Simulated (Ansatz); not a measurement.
# Electron scattering at the Σ3 (111) boundary in fcc Ni, part 2 of 3

Aim: the relaxed structure and the specific resistance of the Σ3 (111) boundary in fcc Ni.

Ansatz 0.2.0; Ansatz plane-wave DFT, PBE, PAW files, collinear spin; relaxation of a bicrystal slab with its lowest layers held; PAW set soft_1 (the session's first sound run).

So far. Step 2 (Relaxing the bicrystal): The largest force component on a free atom ends at 0.0027 eV/Å, under the tolerance of 0.03, after 3 steps.

### 3. Transmission across the boundary

Bulk layers of each grain are laid under and over the relaxed boundary, and a lead is named in the middle of each, away from the free faces. The mesh across the current, 28×28, is finer than the density's, because channels open and close sharply across the zone. Energies from -0.1 to 0.1 eV in steps of 0.05 eV are too few for the program's thermal sum, so it prints no conductance; for a metal the transmission near the Fermi level serves, at a fraction of the cost.

This step: Ansatz plane-wave DFT, PBE, PAW files, collinear spin; ballistic transport by layer matching (Landauer), zero bias; boundary relaxed in a short slab, bulk layers laid on; PAW set soft_1 (Ansatz 0.2.0).

System of this step: Σ3 (111) boundary in fcc Ni. The cell holds 22 atoms: 22 Ni. Cell: a = 2.492 Å, b = 2.492 Å, c = 50.719 Å, α = 90.0°, β = 90.0°, γ = 120.0°. It derives from Ni. Regions: lower grain, 9 atoms (9 Ni); boundary, 6 atoms (6 Ni); upper grain, 7 atoms (7 Ni). Vacuum lies along c.

Contents of input.yaml:

```yaml
crystal:
  lattice:
    - [2.4918442969, 0.0, 0.0]
    - [-1.2459221485, 2.1580004634, 0.0]
    - [0.0, 0.0, 50.718655903]
  atoms:
    - { symbol: Ni, position: [-4.0000000001, -8.0, 0.0788664433], spin: 1.0 }
    - { symbol: Ni, position: [-3.6666666668, -7.3333333333, 0.1189815117], spin: 1.0 }
    - { symbol: Ni, position: [-3.3333333334, -6.6666666667, 0.15909658], spin: 1.0 }
    - { symbol: Ni, position: [-3.0000000001, -6.0, 0.1992116484], spin: 1.0 }
    - { symbol: Ni, position: [-2.6666666667, -5.3333333333, 0.2393267167], spin: 1.0 }
    - { symbol: Ni, position: [-2.3333333334, -4.6666666667, 0.2794417851], spin: 1.0 }
    - { symbol: Ni, position: [-2.0, -4.0, 0.3195568535], spin: 1.0 }
    - { symbol: Ni, position: [-1.6666666667, -3.3333333333, 0.3596719218], spin: 1.0 }
    - { symbol: Ni, position: [-1.3333333333, -2.6666666667, 0.3997869902], spin: 1.0 }
    - { symbol: Ni, position: [1.0, 0.0, 0.4399020585], spin: 1.0 }
    - { symbol: Ni, position: [0.3333333333, 0.6666666667, 0.4799167849], spin: 1.0 }
    - { symbol: Ni, position: [0.6666666667, 0.3333333333, 0.5199490791], spin: 1.0 }
    - { symbol: Ni, position: [0.0, 0.0, 0.5601363411], spin: 1.0 }
    - { symbol: Ni, position: [0.6666666667, 0.3333333333, 0.6002843922], spin: 1.0 }
    - { symbol: Ni, position: [0.3333333333, 0.6666666667, 0.6403280782], spin: 1.0 }
    - { symbol: Ni, position: [-1.0, -2.0, 0.6804431465], spin: 1.0 }
    - { symbol: Ni, position: [-1.3333333334, -2.6666666667, 0.7205582149], spin: 1.0 }
    - { symbol: Ni, position: [-1.6666666667, -3.3333333333, 0.7606732833], spin: 1.0 }
    - { symbol: Ni, position: [-2.0000000001, -4.0, 0.8007883516], spin: 1.0 }
    - { symbol: Ni, position: [-2.3333333334, -4.6666666667, 0.84090342], spin: 1.0 }
    - { symbol: Ni, position: [-2.6666666667, -5.3333333333, 0.8810184883], spin: 1.0 }
    - { symbol: Ni, position: [-3.0000000001, -6.0, 0.9211335567], spin: 1.0 }
magnetization:
  spin_polarized: true
kpoints:
  mp_grid: { grid: [12, 12, 1] }
hamiltonian:
  xc: pbe
  pseudopotentials: { kind: paw, azcp: { folder: soft_1 } }
scf:
  occupations: { method: fermi_dirac, width: 0.1 }
output:
  transmission:
    leads: [[5, 6], [17, 18]]
    kmesh: [28, 28]
    e_range: [-0.1, 0.1]
    de: 0.05
  write_potential: true
  write_density: true
  volumetric_format: npy
  elf: true
```

On the command line:

```bash
> ansatz run input.yaml --threads 8 --pin off --max-ram 15360MiB --backend cpu --events-out ev --progress --plain --runs-dir out
```

Numbers of over 12 decimals in the logs are rounded to 6 here.

What it wrote:

```text
[...]
Crystal: 22 atoms, lattice volume = 272.735 Å³
Basis set: ecut = 420 eV, 5155 PW (Γ)
Bands: 251, of which v1, the nominal top of the filled ones, is band 198 counted from 1 (197 counted from 0)
Symmetry: 6 space group operations
[...]
k-points: 19 of 144 (time reversal used)
[...]
Starting moments: Σ|m| = 22 μB on 22 of 22 sites
[...]
SCF iter   1: F=—  HF=-128457.776784 eV  |F-HF|=—  |Δ(HF+E_count)|=         —  Δρ=4.16e-2 (↑3.91e-2 ↓4.16e-2)  dr2=2.28e1  dr2_m=2.91e-1  M=18.297 μB ∫|m|=19.477 μB  β_m=0.30  ethr=3.10e-3  ⟨swp⟩=5.9  Hψ=34578  notcnv=0  defer=534
[...]
SCF iter  17: F=-128473.211033 eV  HF=-128473.211033 eV  |F-HF|=7.19e-8  |Δ(HF+E_count)|=   7.39e-9  Δρ=2.32e-6 (↑1.51e-6 ↓2.32e-6)  dr2=7.26e-8  dr2_m=1.01e-9  M=14.222 μB ∫|m|=16.227 μB  ethr=9.71e-12  ⟨swp⟩=10.4  Hψ=43838  notcnv=0
SCF 1 converged in 17 iterations: F = -128473.211033 eV  dr2 = 7.26e-8
[...]
transmission: 496 of 4960 steps passed
transmission: 992 of 4960 steps passed
[...]
transmission: 4960 of 4960 steps passed
WARN: The output density's exchange-correlation potential varies sharply where the density is thin. Do not read a vacuum level from v_tot or v_xc, or from such a field of the output density. On a cell that repeats whose density bears no net charge and no dipole along the vacuum's axis use v_es (v_loc + v_h of the components); under efield.dipole_correction with no amplitude use v_es + v_field, which holds any externa [...]
SCF converged after 17 iterations
Magnetization: 14.2222 μB (205.1111 up, 190.8889 down)
Absolute magnetization: 16.2509 μB (∫|ρ↑−ρ↓|, with the PAW one-centre terms)
[...]
Per-site moments (μB) at R_I (Å): [(0.715475, 1.027886), (0.722776, 1.027886), (0.680313, 1.027886), (0.675773, 1.027886), (0.676632, 1.027886), (0.676473, 1.027886), (0.675534, 1.027886), (0.675837, 1.027886), (0.676689, 1.027886), (0.676156, 1.026172), (0.676894, 1.026172), (0.680842, 1.026472), (0.688874, 1.027886), (0.681923, 1.026667), (0.676719, 1.026667), (0.674598, 1.027886), (0.676487, 1.027886), (0.676600, 1.027886), (0.675791, 1.027886), (0.679980, 1.027886), (0.722598, 1.027886), (0.715313, 1.027886)]
Free energy (F): -128473.211033 eV
[...]
Internal energy: -128471.995976 eV  (E = F + TS)
E sigma→0 (E₀):  -128472.603504 eV
Entropy (-TS):   -1.215057 eV (-55.230 meV/atom)
Fermi energy:    15.157738 eV
[...]
--- Band table (eV; the first three rows and the last of 38) ---
  k-point 0 ↑: bands = [... 194 lower, 13.9770, 14.0450, 14.0450, 14.0991, 14.0991, 14.1873, 14.1873, 14.2432, ... 49 higher]
  k-point 1 ↑: bands = [... 194 lower, 13.9732, 14.0001, 14.0117, 14.0406, 14.0665, 14.1170, 14.1172, 14.1985, ... 49 higher]
  k-point 2 ↑: bands = [... 194 lower, 14.0192, 14.0623, 14.1072, 14.1117, 14.1526, 14.2217, 14.2390, 14.2764, ... 49 higher]
  k-point 18 ↓: bands = [... 194 lower, 15.2884, 15.2944, 15.3004, 15.3058, 19.9886, 20.0863, 20.0978, 20.1011, ... 49 higher]
--- Transmission ---
  basis      : 55 plane waves across, 31 finite elements along
  points     : 80, standing for a mesh of 28 x 28
  energies   : 5 from -0.100000 to 0.100000 eV about the Fermi level, 0.050000 eV apart; the leads are filled to 0.000000 eV, and channels, transmission and decay are at 0.000000 eV
  crystal 0  : Ni1, at the sites [5, 6], period 2.0346 Å, over 26.45 Å; its Hamiltonian steps by up to 1.3 meV
    offset         : up to 0.0000 Å between an atom of the period and one for which it stands
    channels       : 6.466837e-1 up, 1.709184e0 down
    conductance    : none, the energies end too early or step too widely for 300 K: set another output.transmission.e_range or a lower de, or, where they end at an eighth of basis.ecutwfc, a higher one
    slowest decay  : 0.1051 /Å at (0.2143, 0.2143)
[...]
channels       : 6.466837e-1 up, 1.709184e0 down
[...]
slowest decay  : 0.1033 /Å at (0.2143, 0.2143)
  junction   : crystal 0 to crystal 1, 16.53 to 36.22 Å
    transmission   : 5.938452e-1 up, 1.474372e0 down
[...]
```

The job ended after 7 min (8 threads of Arm Neoverse N1, shared host; peak memory 4.5 GiB; 42 min of CPU time).

This step gave:

```
free energy                          : -128473.2110 eV
energy at zero smearing              : -128472.6035 eV
Fermi energy                         : 15.16 eV
magnetization                        : 14.22 μB
absolute magnetization               : 16.25 μB
cell area                            : 5.377 Å²
transmission, spin up                : 0.5938
transmission, spin down              : 1.474
open channels, spin up               : 0.6467
open channels, upper lead, spin up   : 0.6467
open channels, spin down             : 1.709
open channels, upper lead, spin down : 1.709
step of the lead's potential         : 1.3 meV
step of the upper lead's potential   : 2.3 meV
```

Per spin. The transmission, zone mean by energy, zero at the Fermi level:

```
energy (eV)   T up  T down
    -0.1000  0.560    1.40
    -0.0500  0.571    1.42
     0.0000  0.594    1.47
     0.0500  0.599    1.55
     0.1000  0.604    1.50
```

Per spin. The open channels, zone mean by energy, zero at the Fermi level:

| energy (eV) | lead up | upper lead up | lead down | upper lead down |
| --- | --- | --- | --- | --- |
| -0.1000 | 0.601 | 0.601 | 1.67 | 1.67 |
| -0.0500 | 0.631 | 0.631 | 1.69 | 1.69 |
| 0.0000 | 0.647 | 0.647 | 1.71 | 1.71 |
| 0.0500 | 0.647 | 0.647 | 1.77 | 1.77 |
| 0.1000 | 0.647 | 0.647 | 1.90 | 1.89 |

Transmission over k1 and k2. At 0.0000 eV from the Fermi level, spin up.

Ten even steps from '_' (0.00) to '@' (1.00), each cell a mean:
```
::++++++......::__::....++++++--________________________
__++++##%%%%@@@@==@@@@%%%%####++::______________________
__..**@@@@@@@@@@@@@@@@@@@@@@@@%%**______________________
____##@@@@@@@@@@@@@@@@@@@@@@@@@@@@**____________________
____%%@@@@@@@@@@@@@@@@@@@@@@@@@@@@@@@@::________________
____==@@@@@@@@@@@@@@@@@@@@@@@@@@@@@@@@@@________________
____**@@@@@@@@@@@@@@@@@@@@@@@@@@@@@@@@@@##**____________
____%%@@@@@@@@@@@@@@@@@@@@@@@@@@@@@@@@@@@@@@%%..________
__..##@@@@@@@@@@@@@@@@@@@@@@@@@@@@@@@@@@@@@@@@%%::..____
..++**@@@@@@@@@@@@@@@@@@@@@@@@@@@@@@@@@@@@@@@@@@%%++--..
==++++@@@@@@@@@@@@@@@@@@@@@@::@@@@@@@@@@@@@@@@@@@@%%++==
::::==++@@@@@@@@@@@@@@@@@@@@@@@@@@@@@@@@@@@@@@@@@@@@++++
______::--@@@@@@@@@@@@@@@@@@@@@@@@@@@@@@@@@@@@@@@@@@##::
__________::@@@@@@@@@@@@@@@@@@@@@@@@@@@@@@@@@@@@@@@@%%__
____________..%%@@@@@@@@@@@@@@@@@@@@@@@@@@@@@@@@@@@@%%__
__________________@@@@@@@@@@@@@@@@@@@@@@@@@@@@@@@@@@::__
__________________==@@@@@@@@@@@@@@@@@@@@@@@@@@@@@@@@@@__
____________________::%%@@@@@@@@@@@@@@@@@@@@@@@@@@@@%%__
________________________**@@@@@@@@@@@@@@@@@@@@@@@@@@**__
________________________--++##%%%%@@@@@@**@@@@@@%%##++++
..________________________==++++++----==__==----::++++++
==::______________________::==--..________________....--
```
Columns: k1 (b1) from -0.5 to 0.464; rows upwards: k2 (b2) from -0.5 to 0.464.

Open channels over k1 and k2. At 0.0000 eV from the Fermi level, spin up.

Ten even steps from '_' (0.00) to '@' (1.00), each cell a mean:
```
##@@@@@@::::::::__::::::@@@@@@@@________________________
__@@@@@@@@@@@@@@==@@@@@@@@@@@@@@==______________________
__--@@@@@@@@@@@@@@@@@@@@@@@@@@@@@@______________________
____@@@@@@@@@@@@@@@@@@@@@@@@@@@@@@%%____________________
____@@@@@@@@@@@@@@@@@@@@@@@@@@@@@@@@@@::________________
____++@@@@@@@@@@@@@@@@@@@@@@@@@@@@@@@@@@________________
____##@@@@@@@@@@@@@@@@@@@@@@@@@@@@@@@@@@####____________
____@@@@@@@@@@@@@@@@@@@@@@@@@@@@@@@@@@@@@@@@@@..________
__--@@@@@@@@@@@@@@@@@@@@@@@@@@@@@@@@@@@@@@@@@@@@----____
++@@@@@@@@@@@@@@@@@@@@@@@@@@@@@@@@@@@@@@@@@@@@@@@@@@++++
@@@@@@@@@@@@@@@@@@@@@@@@@@@@::@@@@@@@@@@@@@@@@@@@@@@@@@@
######@@@@@@@@@@@@@@@@@@@@@@@@@@@@@@@@@@@@@@@@@@@@@@@@@@
______++++@@@@@@@@@@@@@@@@@@@@@@@@@@@@@@@@@@@@@@@@@@@@++
__________--@@@@@@@@@@@@@@@@@@@@@@@@@@@@@@@@@@@@@@@@@@__
____________..@@@@@@@@@@@@@@@@@@@@@@@@@@@@@@@@@@@@@@@@__
__________________@@@@@@@@@@@@@@@@@@@@@@@@@@@@@@@@@@::__
__________________++@@@@@@@@@@@@@@@@@@@@@@@@@@@@@@@@@@__
____________________::@@@@@@@@@@@@@@@@@@@@@@@@@@@@@@@@__
________________________@@@@@@@@@@@@@@@@@@@@@@@@@@@@@@..
________________________**@@@@@@@@@@@@@@**@@@@@@@@@@@@@@
++________________________@@@@@@@@======__========@@@@@@
@@##______________________@@@@@@::________________::::@@
```
Columns: k1 (b1) from -0.5 to 0.464; rows upwards: k2 (b2) from -0.5 to 0.464.

Transmission over k1 and k2. At 0.0000 eV from the Fermi level, spin down.

Ten even steps from '_' (0.00) to '@' (2.82), each cell a mean:
```
========------------------==++==--__::--------------__::
::--++##::======++++======--**==--....--====----====....
----==--::%%%%%%++@@==%%%%****::--------==++++****++----
------++%%**##******++**####**##**------------%%%%------
------**@@**********************@@##==----------**==----
------##**************************%%++++--------==++----
------%%%%**************************++@@##--------==----
------**++******************************==**--------__::
::----**@@********************************%%##==--::__..
----==--@@**********************************%%%%..==--==
++====##++************************************##--%%==++
====--++..%%##**********************************@@::++--
::....----++%%##********************************@@**----
--::__------==##==******************************++**----
----::----------##@@****************************%%%%----
------++==--------**==##************************++##----
------==++----------==%%%%**********************@@**----
--------####----------==##%%********************@@**----
------++**##++++----------::++##@@@@==@@==@@@@%%--::----
::::::====----====--::..--++##::++++++****++++++..%%++--
--..__--------------..__--======------------------======
++==::::--------------::::==++==::::--------------::::==
```
Columns: k1 (b1) from -0.5 to 0.464; rows upwards: k2 (b2) from -0.5 to 0.464.

Open channels over k1 and k2. At 0.0000 eV from the Fermi level, spin down.

Ten even steps from '0' (0.00) to '9' (3.79), each cell a mean:
```
4555222222224555402222222204
2569233344333576311233223311
2345666667566684322235465522
2224755555555556522223377322
2225755555555555763222225322
2226655555555555565522223522
2227755555555555555762222322
2225555555555555555555322202
2325755555555555555556632301
4553755555555555555555662645
5558755555555555555555556955
4547275555555555555555557365
2314246655555555555555557524
2102223655555555555555556522
2222222377555555555555557722
2225322226565555555555556722
2223522222366555555555557522
2222762222236755555555557522
2225574532223386775757777333
2114422442114684444664442965
4302222222104556422222222655
5522222222223555322222222335
```
Columns: k1 (b1) from -0.5 to 0.464; rows upwards: k2 (b2) from -0.5 to 0.464.

Slowest decay crystal 1 over k1 and k2. At 0.0000 eV from the Fermi level, spin up.

Ten even steps from '_' (0.000) to '@' (0.504), each cell a mean:
```
________::--==++++==--::________--==**####%%%%%%##**++--
--______________..______________..==**##%%%%@@@@%%##**++
++..______________________________--++##%%@@@@@@@@%%##**
**==________________________________==**##%%@@@@@@@@%%##
##++__________________________________==##%%%%@@@@@@@@%%
##**..__________________________________==####%%%%%%%%%%
**++______________________________________..**##########
++==__________________________________________--++******
--..____________________________________________..::====
..__________________________________________________....
____________________________::__________________________
________________________________________________________
------....____________________________________________..
++++++++==::__________________________________________--
**########**==________________________________________++
####%%%%%%%%##**--__________________________________..**
##%%%%@@@@@@%%##**::__________________________________**
**##%%@@@@@@@@%%##**--________________________________==
++##%%@@@@@@@@@@%%##++::______________________________::
--++##%%%%@@@@@@%%##**==________________________________
..--++**##%%%%%%%%##**==::________..::--==----::..______
____--==****######**++==::______::==++**####****++--::__
```
Columns: k1 (b1) from -0.5 to 0.464; rows upwards: k2 (b2) from -0.5 to 0.464.

Spin density in the ca plane at fractional y = 0.000, with atoms of Ni within 0.2 Å of it.

Ten even steps from '0' (0.0 e/Å³) to '9' (2.4 e/Å³), each cell a mean:
```
51000000000000015300000000000000252000000000
10000000000000001000000000000000010000000000
00000000000000000000000000000000000000000000
00000000000000000000000000000000000000000000
00000000000000000000000000000000000000000000
00000000000000000000000000000000000000000000
30000000000000003200000000000000131000000000
92000000000000028600000000000000493000000000
```
Columns run along c (16.0 Å, from fractional 0.68 to 1.00 of the cell), rows up along a (2.5 Å). Atoms in or near the plane, at fractional coordinates: Ni at (0.80, 0.00), Ni at (0.92, 0.00).

[end of part 2 of 3]

[Logs are printed without paths, hosts, clocks, repeated set-up lines and the standing remarks that a program may print on its own settings, such as how far it seeks lower states.]

[Hosts, paths, dates, database ids (printed as entryN), source tags and the programs' standing remarks are cut or masked in the printed files.]
